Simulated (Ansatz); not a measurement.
# What InH (model cell, started as zinc blende) distorts into

Aim: this structure of InH (model cell, started as zinc blende) is to be tested for unstable modes, and one is followed downhill.

Program: Ansatz 0.2.0. Level of theory: DFT PBEsol, scalar-relativistic, plane waves, PAW. Results are calculated unless marked as measured.

The structure was built from a prototype and need not be the compound's stable phase.

## 1. Starting point

The structure is cubic, space group F-43m (No. 216). The conventional cell has a = 5.084 Å, b = 5.084 Å, c = 5.084 Å, α = 90.00°, β = 90.00°, γ = 90.00°. Nearest to In lie 4 H at 2.20 Å. Nearest to H lie 4 In at 2.20 Å. Farther neighbours are not listed.

Structure file:

```cif
data_structure
_symmetry_space_group_name_H-M 'P 1'
_symmetry_Int_Tables_number 1
_cell_length_a 3.5947
_cell_length_b 3.5947
_cell_length_c 3.5947
_cell_angle_alpha 60.000
_cell_angle_beta 60.000
_cell_angle_gamma 60.000
_cell_volume 32.84
loop_
_atom_site_label
_atom_site_type_symbol
_atom_site_fract_x
_atom_site_fract_y
_atom_site_fract_z
_atom_site_occupancy
In1 In 0.00000 0.00000 0.00000 1
H2 H 0.25000 0.25000 0.25000 1
```

## 2. Phonons on a q mesh

The cell comes from relaxations at this level that are not shown. Stability and thermal properties need the whole zone. Linear response on a 4×4×4 q mesh gives force constants as far as a supercell of that size would.

input.yaml reads:

```yaml
crystal:
  lattice:
    - [0.0, 2.5418058941, 2.5418058941]
    - [2.5418058941, 0.0, 2.5418058941]
    - [2.5418058941, 2.5418058941, 0.0]
  atoms:
    - { symbol: In, position: [0.0, 0.0, 0.0] }
    - { symbol: H, position: [0.25, 0.25, 0.25] }
kpoints:
  mp_grid: { grid: [12, 12, 12] }
hamiltonian:
  xc: pbesol
scf:
  occupations: { method: methfessel_paxton, width: 0.15 }
output:
  eigenvalues: true
phonons:
  method: dfpt
  qmesh: [4, 4, 4]
  temperatures: { t_max: 1000, t_step: 50 }
  qpath:
    path:
      - [[0.0, 0.0, 0.0], [-0.5, -0.5, 0.0], [-0.375, -0.375, 0.25]]
      - [[-0.375, 0.0, 0.375], [0.0, 0.0, 0.0], [0.0, 0.0, 0.5], [-0.5, -0.25, 0.25], [-0.5, -0.5, 0.0]]
    npoints: 10
```

On the command line:

```bash
ansatz run input.yaml --threads 4 --pin off --max-ram 7168MiB --backend cpu --events-out ev --progress --plain --runs-dir out
```

Numbers of over 12 decimals in the logs are rounded to 6 here.

Log:

```text
Warning: phonons: the dynamical matrix that this run interpolates holds no multipole term above the dipole-dipole one, and a site of this crystal is no centre of inversion, so its interpolated transverse optical and acoustic branches and sound speeds can stay off near Gamma, and the density of states and the thermodynamics with them. What a run solves at a wave vector of phonons.qpoints, Gamma apart, where the deck admits one, is free of this, and under fd what a larger phonons.supercell samples
Engine: ansatz 0.2.0, aarch64-unknown-linux-gnu
Pseudopotentials: kind: paw
Pseudopotential: In, paw, valence charge 13, recommended cutoff 420 eV (normal), In.paw.azcp
Pseudopotential: H, paw, valence charge 1, recommended cutoff 420 eV (normal), H.paw.azcp
Functional definition: PBEsol
  exchange = pbesol_x
  correlation = pbesol_c
Crystal: 2 atoms, lattice volume = 32.844 Å³
Basis set: ecut = 420 eV, 645 PW (Γ), exchange–correlation on 50×50×50 points (8 copies of the dense FFT grid, shifted against one another)
Bands: 11, of which v1, the nominal top of the filled ones, is band 7 counted from 1 (6 counted from 0)
Symmetry: 24 space group operations
k-points: 72 of 1728 (time reversal used)
Non-local potential: In, projectors of the file, l = 0: 2, l = 1: 2, l = 2: 2, l = 3: 2
Non-local potential: H, projectors of the file, l = 0: 2, l = 1: 1
PAW form: soft (Blöchl's): semilocal exchange-correlation on the pseudo side does not see the compensation charge
PAW frozen core: In, regenerated for the run's functional, and the local potential with it (the file was generated under x = pbe(κ = 0.804, μ = 0.219515), c = pbe(β = 0.066725))
PAW one-centre angular grid: In, 590 points (default); XC on 64 Gauss nodes
PAW one-centre angular grid: H, 110 points (default); XC on 64 Gauss nodes
Initial density: superposition of atomic densities (neutral atoms: chi_scale 0, normalization atom), corrected by the library's trained network
Initial wavefunctions: pseudopotential atomic-orbital guess
Functional: x = pbesol(κ = 0.804, μ = 0.123457), c = pbesol(β = 0.046)
SCF iter   1: F=—  HF=-5540.187460 eV  |F-HF|=—  |Δ(HF+E_count)|=         —  Δρ=8.97e-3  dr2=2.86e-2  ethr=1.77e-3  ⟨swp⟩=4.9  Hψ=4642  notcnv=0
preconditioner: auto → none  [metal: Δε(μ)=0.020 eV  Ē_g=17.059 eV  σ=0.150 eV  W_gap=0.11  n_scr=8 (ndim 8)  ℏωp=24.2 eV  f_vac=0.000  D(μ)=1.03/eV (n_scr^D=8)  sad-step TF]
SCF iter   2: F=—  HF=-5540.179271 eV  |F-HF|=—  |Δ(HF+E_count)|=   8.19e-3  S|Δr|=    0.00e0  Δρ=4.62e-3  dr2=9.11e-3  ethr=2.05e-4  ⟨swp⟩=1.0  Hψ=1370  notcnv=0
SCF iter   3: F=—  HF=-5540.176156 eV  |F-HF|=—  |Δ(HF+E_count)|=   3.12e-3  S|Δr|=    0.00e0  Δρ=5.79e-4  dr2=5.63e-5  ethr=6.51e-5  ⟨swp⟩=1.9  Hψ=887  notcnv=0
SCF iter   4: F=—  HF=-5540.176168 eV  |F-HF|=—  |Δ(HF+E_count)|=   1.24e-5  S|Δr|=    0.00e0  Δρ=5.07e-5  dr2=7.59e-7  ethr=4.02e-7  ⟨swp⟩=2.4  Hψ=1305  notcnv=0
SCF iter   5: F=—  HF=-5540.176165 eV  |F-HF|=—  |Δ(HF+E_count)|=   3.20e-6  S|Δr|=    0.00e0  Δρ=2.09e-5  dr2=7.57e-8  ethr=5.42e-9  ⟨swp⟩=2.0  Hψ=1280  notcnv=0
SCF iter   6: F=—  HF=-5540.176165 eV  |F-HF|=—  |Δ(HF+E_count)|=   2.14e-8  S|Δr|=    0.00e0  Δρ=9.09e-6  dr2=1.88e-8  ethr=5.40e-10  ⟨swp⟩=2.0  Hψ=1280  notcnv=0
SCF iter   7: F=—  HF=-5540.176165 eV  |F-HF|=—  |Δ(HF+E_count)|=   6.14e-9  S|Δr|=    0.00e0  Δρ=4.23e-6  dr2=4.88e-9  ethr=1.34e-10  ⟨swp⟩=2.0  Hψ=1164  notcnv=0
SCF iter   8: F=—  HF=-5540.176165 eV  |F-HF|=—  |Δ(HF+E_count)|=   2.23e-9  S|Δr|=    0.00e0  Δρ=1.05e-6  dr2=3.03e-10  ethr=3.48e-11  ⟨swp⟩=2.2  Hψ=1229  notcnv=0
SCF iter   9: F=-5540.176165 eV  HF=-5540.176165 eV  |F-HF|=8.19e-12  |Δ(HF+E_count)|=  1.41e-10  S|Δr|=    0.00e0  Δρ=1.34e-7  dr2=4.86e-12  ethr=1.00e-12  ⟨swp⟩=5.1  Hψ=3676  notcnv=0
SCF 1 converged in 9 iterations: F = -5540.176165 eV  dr2 = 4.86e-12
  greatest PAW one-centre occupation: 0.982 electrons in one spin orbital (limit 2), on the In atom at site 0 (counted from 0), in its partial waves of l = 2
Initial density: read from a saved state, or passed on in memory by an earlier SCF of this step, an earlier step, the calling program or the single point that the run made first
iter 1 solved again at ethr=1.37e-7 eV; its pass at ethr=3.10e-3 eV (dr2=1.91e-5 eV) is discarded
SCF iter   1: F=—  HF=-5540.176165 eV  |F-HF|=—  |Δ(HF+E_count)|=         —  Δρ=1.11e-6  dr2=2.05e-10  ethr=1.37e-7  ⟨swp⟩=2.8  Hψ=6495  notcnv=0
eigensolver tolerance schedule: the retry pair's looser diagonalisation over-reported the residual by 93369.80 of it (diagonalisation noise at an unbounded share of the residual, at the tolerance the schedule requests for it); recorded, not acted on — ethr = c·dr2/N_el stays at c = 1.0e-1
preconditioner: auto → none  [metal: Δε(μ)=0.029 eV  Ē_g=17.122 eV  σ=0.150 eV  W_gap=0.16  n_scr=8 (ndim 8)  ℏωp=24.2 eV  f_vac=0.000  D(μ)=1.05/eV (n_scr^D=8)]
SCF iter   2: F=—  HF=-5540.176165 eV  |F-HF|=—  |Δ(HF+E_count)|=   3.98e-7  S|Δr|=    0.00e0  Δρ=1.17e-6  dr2=2.86e-10  ethr=1.46e-12  ⟨swp⟩=3.1  Hψ=1799  notcnv=0
SCF iter   3: F=—  HF=-5540.176165 eV  |F-HF|=—  |Δ(HF+E_count)|=  1.21e-10  S|Δr|=    0.00e0  Δρ=6.10e-7  dr2=6.95e-11  ethr=1.46e-12  ⟨swp⟩=2.8  Hψ=1421  notcnv=0
SCF iter   4: F=—  HF=-5540.176165 eV  |F-HF|=—  |Δ(HF+E_count)|=  2.82e-11  S|Δr|=    0.00e0  Δρ=3.28e-7  dr2=1.87e-11  ethr=1.00e-12  ⟨swp⟩=1.2  Hψ=869  notcnv=0
SCF iter   5: F=-5540.176165 eV  HF=-5540.176165 eV  |F-HF|=7.28e-12  |Δ(HF+E_count)|=  9.09e-12  S|Δr|=    0.00e0  Δρ=2.03e-7  dr2=7.10e-12  ethr=1.00e-12  ⟨swp⟩=2.6  Hψ=2176  notcnv=0
SCF 2 converged in 5 iterations: F = -5540.176165 eV  dr2 = 7.10e-12
phonons: the bands overlap, so this run is a metal and interpolates without the dipole-dipole term. If the crystal is really an insulator or semiconductor, its LO-TO splitting is missing
NSCF: frozen V_eff on 72 k-points
WARN: eigensolver did not converge in 2 slots of this pass, the one above among them; of largest residual over every band (k=8): 1 band(s) unlocked (lowest unlocked band 10, counted from 0; max residual 2.42e-6 eV among the unlocked bands, 2.42e-6 eV over every band); of lowest unlocked band (k=8): band 10
NSCF: frozen V_eff on 163 k-points
DFPT response loops at q = (0, 0, 0) (fractional): preconditioner auto → Kerker (q_TF=auto, 2.367 Å⁻¹) (partly filled bands, converged f_vac=0.000); β = 1.00, the filter's whole step (`scf.mixing.beta` (0.50) is not read by the response loops under this deck's `scf.mixing.preconditioner`; to damp them name `kerker` or `kerker_dos`, under which they read `scf.mixing.beta`, and type it under 1.00, their step now; both keys bind the ground state too); Broyden in place of MSR1
NSCF: frozen V_eff on 1872 k-points
DFPT response loops at q = (0, 0, 0.25) (fractional): mixed as the last ones told, above
NSCF: frozen V_eff on 952 k-points
DFPT response loops at q = (0, 0, -0.5) (fractional): mixed as the last ones told, above
NSCF: frozen V_eff on 1020 k-points
DFPT response loops at q = (0, 0.25, 0.25) (fractional): mixed as the last ones told, above
NSCF: frozen V_eff on 3456 k-points
DFPT response loops at q = (0, 0.25, -0.5) (fractional): mixed as the last ones told, above
NSCF: frozen V_eff on 1872 k-points
DFPT response loops at q = (0, 0.25, -0.25) (fractional): mixed as the last ones told, above
NSCF: frozen V_eff on 560 k-points
DFPT response loops at q = (0, -0.5, -0.5) (fractional): mixed as the last ones told, above
NSCF: frozen V_eff on 1020 k-points
DFPT response loops at q = (0.25, -0.5, -0.25) (fractional): mixed as the last ones told, above
SCF converged after 9 iterations
Stability not checked: this state was not tested for a lower state beside it, because cold or Methfessel-Paxton smearing, or corrected tetrahedra, fill the levels in a way that the test cannot read (fill_not_monotonic; see scf.lower_state_search)
Free energy (F): -5540.176165 eV
Harris-Foulkes:  -5540.176165 eV  (|F-HF|=8.19e-12)
Internal energy: -5540.174522 eV  (E = F + TS)
E sigma→0 (E₀):  -5540.175754 eV
Entropy (-TS):   -0.001643 eV (-0.821 meV/atom)
Fermi energy:    8.131006 eV
--- Per-component energies (eV) ---
  E_band       = -49.976577
  E_kinetic    = 253.840175
  E_local      = -1188.653042  (includes V_loc(G=0)·N_el)
  E_nonlocal   = 368.850782
  E_hartree    = 462.962775
  E_xc         = -222.462866
  E_vxc        = -111.343120  (∫ρ·V_xc dr)
  E_paw        = -4081.530304  (= ΣΔE_a)
  E_vpaw       = -298.595837  (= ΣTr[D̂ρ^β])
  E_aug_tail   = -0.001001  (compensation charges beyond the density's cutoff)
  E_ewald      = -1133.416943
  E_core_change = 0.235902  (= ΣΔE_core)
  E_smearing   = -0.001643  (= −TS)
  E_closure    = 0.000000  (closes the sum)
  Σ components = -5540.176165   (vs F -5540.176165, Δ=0.00e0)
--- Band table (eV; the first three rows and the last of 72) ---
  k-point 0: bands = [... 3 lower, -6.4097, -6.4097, -2.0225, 10.9981, 16.1231, 16.1231, 16.1231, 18.8367]
  k-point 1: bands = [... 3 lower, -6.4102, -6.4102, -1.8996, 10.7914, 14.8528, 15.8517, 15.8517, 19.2289]
  k-point 2: bands = [... 3 lower, -6.4072, -6.4072, -1.5301, 9.9493, 13.3851, 15.3244, 15.3244, 19.8361]
  k-point 71: bands = [... 3 lower, -6.3787, -6.3098, 3.2781, 5.2084, 7.5889, 8.7532, 16.1811, 18.9257]
--- Phonons (Γ-DFPT): 2 representative perturbations + reference (Σ response iterations 6) ---
  ASR residual: 3.682e-5 → 0.000e0 eV/Å²; symmetrization residual: 1.469e-7 eV/Å²
  ASR residual per site (eV/Å²): 3.68e-5 8.54e-6
  Γ frequencies (cm⁻¹): 0.00 0.00 0.00 273.33 273.33 273.33
--- Phonons (arbitrary-q DFPT): 8 irreducible q on the 4×4×4 mesh ---
  q = [0.0000, 0.0000, 0.0000] (star 1, of the zone-centre solve; hermiticity 1.07e-6, symmetrization 4.64e-11): -0.00 -0.00 -0.00 273.33 273.33 273.33
  q = [0.0000, 0.0000, 0.2500] (star 8, 2 solved perturbations on 936 of 1728 k-point pairs; hermiticity 6.82e-7, symmetrization 8.36e-12): -205.66 -52.43 -52.43 104.93 201.61 201.61
  q = [0.0000, 0.0000, -0.5000] (star 4, 2 solved perturbations on 476 of 1728 k-point pairs; hermiticity 1.21e-7, symmetrization 1.81e-12): -828.85 -71.59 -71.59 101.83 208.13 208.13
  q = [0.0000, 0.2500, 0.2500] (star 6, 4 solved perturbations in 1608 linear systems a pass and spin channel, the states on 510 of 1728 k-point pairs; hermiticity 2.14e-7, symmetrization 1.40e-12): -99.92 -99.92 67.85 186.56 186.56 206.57
  q = [0.0000, 0.2500, -0.5000] (star 24, 4 solved perturbations in 5328 linear systems a pass and spin channel, the states on 1728 of 1728 k-point pairs; hermiticity 2.27e-7, symmetrization 5.74e-13): -641.94 -226.92 -9.93 90.53 108.71 245.03
  q = [0.0000, 0.2500, -0.2500] (star 12, 4 solved perturbations in 2892 linear systems a pass and spin channel, the states on 936 of 1728 k-point pairs; hermiticity 3.95e-7, symmetrization 2.41e-12): -470.08 -55.24 25.78 77.07 245.80 246.91
  q = [0.0000, -0.5000, -0.5000] (star 3, 4 solved perturbations in 886 linear systems a pass and spin channel, the states on 280 of 1728 k-point pairs; hermiticity 2.10e-7, symmetrization 7.89e-13): -828.85 -329.97 -329.97 81.95 109.61 109.61
  q = [0.2500, -0.5000, -0.2500] (star 6, 4 solved perturbations in 1544 linear systems a pass and spin channel, the states on 510 of 1728 k-point pairs; hermiticity 1.49e-7, symmetrization 7.92e-13): -559.33 -382.51 -51.70 90.29 93.73 112.95
  sum rule: each row above includes the acoustic sum rule's correction from the zone centre's row sums; it moved no ω² by more than (1.52 cm⁻¹)²
  mesh force constants: q→R imaginary residual 2.16e-18; ASR residual 3.682e-5 → 0.000e0 eV/Å²; symmetrization residual 3.331e-16 eV/Å²
  interpolated dispersion: 62 rows × 6 modes
  density of states and harmonic sums: on the 24×24×24 q-mesh, interpolated from the force constants of a 4×4×4 supercell (no non-analytic term)
  largest difference from the sums on the solved wave vectors: F 3.55e-2 eV, S 4.15e-5 and C_V 1.37e-5 eV/K
  zero-point energy: 0.029853 eV/cell   skipped modes (ω ≤ 0): 1093, of them read as no rigid motion or as one in doubt: 1090 (2.649e0 modes/cell left out, lowest -828.85 cm⁻¹)   left out of the sums: 4.42e-1 of the cell's modes: C_V's classical limit lies that fraction below 3 k_B per atom; for a crystal, a wire or a layer, F and S can be off by more, and a phonons.interpolated_qmesh denser along its periods is the remedy for the sampling
```

Wall time 4.7 min (4 threads of Arm Neoverse N1, shared host); peak memory 1.8 GiB.

Numbers from this step:

- volume per atom: 16.42 Å³
- gap on the k-mesh: 0 eV
- sum-rule residual before enforcement: 3.68e-5 eV/Å²
- lowest frequency on the path: -828.9 cm⁻¹
- point group: -43m
- highest frequency on the path or at a solved wavevector: 353.9 cm⁻¹
- highest optical mode at the zone centre (no LO-TO term): 273.3 cm⁻¹
- lowest optical zone-centre mode: 273.3 cm⁻¹
- lowest mode on the q mesh (acoustic modes at Γ apart): -828.9 cm⁻¹

Frequencies (cm⁻¹) solved at each irreducible wavevector; negative means imaginary. Frequencies by wavevector, by row:

| q in reciprocal lattice units | star | mode 1 | mode 2 | mode 3 | mode 4 | mode 5 | mode 6 |
| --- | --- | --- | --- | --- | --- | --- | --- |
| 0 0 0 | 1 | 0 | 0 | 0 | 273.3 | 273.3 | 273.3 |
| 0 0 0.25 | 8 | -205.7 | -52.4 | -52.4 | 104.9 | 201.6 | 201.6 |
| 0 0 -0.5 | 4 | -828.9 | -71.6 | -71.6 | 101.8 | 208.1 | 208.1 |
| 0 0.25 0.25 | 6 | -99.9 | -99.9 | 67.8 | 186.6 | 186.6 | 206.6 |
| 0 0.25 -0.5 | 24 | -641.9 | -226.9 | -9.9 | 90.5 | 108.7 | 245 |
| 0 0.25 -0.25 | 12 | -470.1 | -55.2 | 25.8 | 77.1 | 245.8 | 246.9 |
| 0 -0.5 -0.5 | 3 | -828.9 | -330 | -330 | 82 | 109.6 | 109.6 |
| 0.25 -0.5 -0.25 | 6 | -559.3 | -382.5 | -51.7 | 90.3 | 93.7 | 113 |

Interpolated from a 4×4×4 q mesh. The phonon branches at the labelled points (cm⁻¹):

| point | branch 1 | branch 2 | branch 3 | branch 4 | branch 5 | branch 6 |
| --- | --- | --- | --- | --- | --- | --- |
| Γ | 0 | 0 | 0 | 273 | 273 | 273 |
| halfway | -100 | -100 | 68 | 187 | 187 | 207 |
| X | -829 | -330 | -330 | 82 | 110 | 110 |
| halfway | -771 | -332 | -288 | 78 | 103 | 111 |
| U | -603 | -293 | -288 | 69 | 96 | 101 |
| jump to K | -603 | -293 | -288 | 69 | 96 | 101 |
| halfway | -311 | -40 | 36 | 79 | 265 | 283 |
| Γ | 0 | 0 | 0 | 273 | 273 | 273 |
| halfway | -206 | -52 | -52 | 105 | 202 | 202 |
| L | -829 | -72 | -72 | 102 | 208 | 208 |
| halfway | -655 | -107 | -36 | 99 | 126 | 231 |
| W | -559 | -382 | -52 | 90 | 94 | 113 |
| halfway | -723 | -335 | -235 | 70 | 104 | 108 |
| X | -829 | -330 | -330 | 82 | 110 | 110 |

The phonon branches as a text plot (rows in cm⁻¹):

```
    329 |  ****                     *    *
    280 |**                    ***** **** *         **
    231 |  *****             **  ****    ***    ****  *
    181 |      **                           ****  **** *
    132 |        ********   *    *                    * *********
     83 |      ******************           *********************
     34 | *****                *******   **             *
    -16 |***                 **  ***********        ***
    -65 |   ***              **** **       **********    ***
   -114 |      *            *    *                   ****
   -164 |       *                                      *    *
   -213 |        *         **               *                *
   -262 |         **    **                              *     *
   -311 |       *   *******     *                             ***
   -361 |                  *                             *****
   -410 |                      *             *
   -459 |                  ****
   -509 |
   -558 |        *                                      ****
   -607 |                 *                   *        *
   -656 |                *                            *     *
   -706 |         **    *                      *     *       *
   -755 |              *                            *         *
   -804 |           ***                         ****           **
         Γ           X  U|K            Γ         L        W     X
```

Symmetry leaves 8 wavevectors to solve. The lowest mode among them, the acoustic zeros apart, lies at q = (0, 0, -0.5) and is imaginary, 828.9i cm⁻¹, so the energy falls along it.

## 3. The mode frozen in, largest atomic shift 0 Å

The mode followed lies at q = (0, 0, -0.5) with frequency 828.9i cm⁻¹, the softest among the wavevectors solved. At small amplitude the distorted cell has space group no. 160 by a symmetry search on the positions. The undistorted cell that holds it gives the zero of energy on the same k mesh.

System of this step: InH (model cell, started as zinc blende). It takes space group F-43m (No. 216, cubic). Conventional cell: a = 5.084 Å, b = 5.084 Å, c = 5.084 Å, α = 90.00°, β = 90.00°, γ = 90.00°. Nearest to In lie 4 H at 2.20 Å. Nearest to H lie 4 In at 2.20 Å. Farther neighbours are not listed.

input.yaml, the sections that differ from step 2:

```yaml
crystal:
  lattice:
    - [0.0, 2.5418058941, 2.5418058941]
    - [-2.5418058941, 2.5418058941, 0.0]
    - [-2.5418058941, -2.5418058941, 5.0836117882]
  atoms:
    - { symbol: In, position: [0.0, 0.0, 0.0] }
    - { symbol: In, position: [0.0, 0.5, 0.5] }
    - { symbol: H, position: [0.75, 0.625, 0.875] }
    - { symbol: H, position: [0.75, 0.125, 0.375] }
output:
  forces: true
  stress: true
  eigenvalues: true
# kpoints, hamiltonian, scf: as in step 2
# phonons: removed
```

Log:

```text
[...]
Crystal: 4 atoms, lattice volume = 65.688 Å³
Basis set: ecut = 420 eV, 1273 PW (Γ), exchange–correlation on 50×50×90 points (8 copies of the dense FFT grid, shifted against one another)
Bands: 18, of which v1, the nominal top of the filled ones, is band 14 counted from 1 (13 counted from 0)
Symmetry: 12 space group operations
[...]
--- Band table (eV; the first three rows and the last of 189) ---
  k-point 0: bands = [... 10 lower, -2.0223, 1.5028, 4.0768, 10.9990, 12.3597, 14.1087, 14.1087, 16.1228]
  k-point 1: bands = [... 10 lower, -1.9916, 1.3173, 4.3192, 10.9515, 12.3656, 14.1292, 14.1292, 15.6934]
  k-point 2: bands = [... 10 lower, -1.8994, 0.8953, 4.9107, 10.7923, 12.3845, 14.1906, 14.1906, 14.8526]
  k-point 188: bands = [... 10 lower, 2.5662, 2.5662, 5.2003, 5.2003, 7.6661, 7.6661, 11.0256, 11.0256]
[key lines of the parts left out:]
SCF converged after 7 iterations
Free energy (F): -11080.355856 eV
Fermi energy:    8.098964 eV
P = ⅓ Tr σ = -0.0248 GPa (-0.248 kbar)
```

Wall time 8.8 s (4 threads); peak memory 0.58 GiB; 34 s of CPU time.

Numbers from this step:

| Quantity | Value |
| --- | --- |
| pressure | -0.02477 GPa |
| energy from the undistorted cell | 0 meV/atom |

The run ends at a pressure of -0.02 GPa, with forces up to 0.0071 eV/Å.

[end of part 1 of 3]

[Logs are printed without paths, hosts, clocks, repeated set-up lines and the standing remarks that a program may print on its own settings, such as how far it seeks lower states.]

[Hosts, paths, dates, database ids (printed as entryN), source tags and the programs' standing remarks are cut or masked in the printed files.]
